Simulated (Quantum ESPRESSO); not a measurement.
# AlN (F-43m): a worked LO-TO splitting

Wanted: the LO mode of AlN (F-43m) from the TO mode and the field response.

Program: Quantum ESPRESSO 7.5. Level of theory: DFT LDA, scalar-relativistic, plane waves, GBRV ultrasoft pseudopotentials. Results are calculated unless marked as measured.

## Step 1: The relaxed structure

It takes space group F-43m (No. 216, cubic). Conventional cell: a = 4.349 Å, b = 4.349 Å, c = 4.349 Å, α = 90.00°, β = 90.00°, γ = 90.00°. Al has 4 N at 1.88 Å nearest. N has 4 Al at 1.88 Å nearest. Farther neighbours and most contacts between anions are not listed.

This is the cell after its relaxation at this level of theory, not the database cell from which that began.

## Step 2: What the response run gave

A linear-response run on the relaxed cell, with the response to an electric field; only its zone-centre results are used. Cutoff 55 Ry, k mesh 8×8×8.

What it wrote:

```text
[banners, grids, parts of the stress and lines that vanish by symmetry left out]
Program PHONON v.7.5
     Reading xml data from directory:

[...]
Exchange-correlation= PZ
                           (   1   1   0   0   0   0   0)
[...]
kinetic-energy cut-off    =      55.0000  Ry
     charge density cut-off    =     440.0000  Ry
     convergence threshold     =      1.0E-18
[...]
Exchange-correlation= PZ
                           (   1   1   0   0   0   0   0)
[...]
q = (   0.0000000   0.0000000   0.0000000 )
     25 Sym.Ops. (with q -> -q+G )
     G cutoff =  376.3149  (  21595 G-vectors)     FFT grid: ( 40, 40, 40)
     G cutoff =  188.1575  (   7727 G-vectors)  smooth grid: ( 27, 27, 27)
     number of k points=    29
[...]
Mode symmetry, T_d (-43m)  point group:
[...]
Dielectric constant
[...]
End of electric fields calculation
          Dielectric constant in cartesian axis
          (       4.573513674      -0.000000000      -0.000000000 )
          (      -0.000000000       4.573513674      -0.000000000 )
          (      -0.000000000       0.000000000       4.573513674 )
          Effective charges (d Force / dE) in cartesian axis without acoustic sum rule applied (asr)
           atom    1  Al    Mean Z*:        2.54318
      Ex  (        2.54318       -0.00000        0.00000 )
      Ey  (       -0.00000        2.54318       -0.00000 )
      Ez  (        0.00000       -0.00000        2.54318 )
           atom    2  N     Mean Z*:       -2.54801
      Ex  (       -2.54801       -0.00000       -0.00000 )
      Ey  (        0.00000       -2.54801        0.00000 )
      Ez  (       -0.00000        0.00000       -2.54801 )
          Effective charges Sum: Mean:       -0.00483
[...]
Effective charges (d Force / dE) in cartesian axis with asr applied:
           atom    1  Al    Mean Z*:        2.54559
[...]
atom    2  N     Mean Z*:       -2.54559
[...]
Representation #   1 modes #   1   2   3
[...]
End of self-consistent calculation
     Convergence has been achieved
     Representation #   2 modes #   4   5   6
[...]
End of self-consistent calculation
     Convergence has been achieved
[...]
Dielectric constant in cartesian axis
          (       4.573513674      -0.000000000      -0.000000000 )
          (      -0.000000000       4.573513674      -0.000000000 )
          (      -0.000000000       0.000000000       4.573513674 )
          Effective charges (d Force / dE) in cartesian axis without acoustic sum rule applied (asr)
           atom    1  Al    Mean Z*:        2.54318
      Ex  (        2.54318       -0.00000        0.00000 )
      Ey  (       -0.00000        2.54318       -0.00000 )
      Ez  (        0.00000       -0.00000        2.54318 )
           atom    2  N     Mean Z*:       -2.54801
      Ex  (       -2.54801       -0.00000       -0.00000 )
      Ey  (        0.00000       -2.54801        0.00000 )
      Ez  (       -0.00000        0.00000       -2.54801 )
          Effective charges Sum: Mean:       -0.00483
[...]
Effective charges (d Force / dE) in cartesian axis with asr applied:
           atom    1  Al    Mean Z*:        2.54559
[...]
atom    2  N     Mean Z*:       -2.54559
[...]
q = (    0.000000000   0.000000000   0.000000000 )
[...]
freq (    1) =      -0.259438 [THz] =      -8.653927 [cm-1]
     freq (    2) =      -0.259438 [THz] =      -8.653927 [cm-1]
     freq (    3) =      -0.259438 [THz] =      -8.653927 [cm-1]
     freq (    4) =      20.009372 [THz] =     667.440795 [cm-1]
     freq (    5) =      20.009372 [THz] =     667.440795 [cm-1]
     freq (    6) =      20.009372 [THz] =     667.440795 [cm-1]
[...]
Mode symmetry, T_d (-43m)  point group:
     freq (   1-   3) =         -8.7  [cm-1]   --> T_2  G_15 P_4   I+R
     freq (   4-   6) =        667.4  [cm-1]   --> T_2  G_15 P_4   I+R

   JOB DONE.
```

```
                       quantity   value
             cell volume Ω (Å³)  20.558
                 mass of Al (u)  26.982
                  mass of N (u)  14.007
     Born charge of Al, raw (e)   2.543
      Born charge of N, raw (e)  -2.548
                             ε∞   4.574
ω(TO) after the sum rule (cm⁻¹)   667.5
```

## Step 3: The calculation

The charges must sum to zero over the cell; taking off their mean, -0.002 e, leaves Z* = 2.546 e on Al. In the polar mode Al moves against N, so the reduced mass is μ = 26.98 × 14.01 / 40.99 = 9.220 u.

A longitudinal wave builds up a field that adds to the restoring force: ω(LO)² = ω(TO)² + 4π Z*² / (μ Ω ε∞), in Hartree atomic units. With μ = 16808 electron masses and Ω = 138.73 bohr³ the second term is 7.6359e-06 Ha², or 367814 cm⁻² (1 Ha = 219474.6 cm⁻¹).

So ω(LO) = √(445556 + 367814) = 901.9 cm⁻¹, and by the Lyddane-Sachs-Teller relation ε₀ = ε∞ (ω(LO)/ω(TO))² = 8.35.

## Step 4: Check against the program

The analysis program adds the same non-analytic term to the full matrix, here for q along (1 0 0).

What it wrote:

```text
[banner, memory and clock lines left out]
Program DYNMAT v.7.5

     Reading Dynamical Matrix from file g.dyn
     ...Force constants read
     ...epsilon and Z* read

     Polarizability (A^3 units)
     multiply by 0.456377 for Clausius-Mossotti correction
         5.846040   -0.000000   -0.000000
        -0.000000    5.846040    0.000000
        -0.000000   -0.000000    5.846040

     IR activities are in (D/A)^2/amu units

# mode   [cm-1]    [THz]      IR
    1     -0.00   -0.0000    0.0000
    2      0.00    0.0000    0.0000
    3      0.00    0.0000    0.0000
    4    667.50   20.0113   16.2143
    5    667.50   20.0113   16.2143
    6    901.87   27.0374   16.2143
```

ε₀ comes from the program's run without a direction of q.

```
    quantity  by hand  program
ω(LO) (cm⁻¹)    901.9    901.9
          ε₀     8.35     8.35
```

## Step 5: Outcome

| Item | Value |
| --- | --- |
| TO mode | 667.5 cm⁻¹ |
| LO mode | 901.9 cm⁻¹ |
| static dielectric constant | 8.349 |

What this shows: The LO mode of AlN (F-43m) lies at 902 cm⁻¹, 234 cm⁻¹ above the TO mode; the formula meets the program within 0.1 cm⁻¹, as it must for a cubic crystal with one polar mode. ω(LO)² − ω(TO)² goes with Z*²/ε∞: an error of 5 % in ε∞ would move the LO mode by 9.8 cm⁻¹, and semilocal functionals tend to overestimate ε∞. These are harmonic values at zero temperature, at the volume of this functional, for the structure held cubic; stability elsewhere in the zone is no part of this calculation.

[Host names and launcher messages were left out of these logs when they were recorded.]

[Logs are printed without paths, hosts, clocks, repeated set-up lines and the standing remarks that a program may print on its own settings, such as how far it seeks lower states.]

[Hosts, paths, dates, database ids (printed as entryN), source tags and the programs' standing remarks are cut or masked in the printed files.]
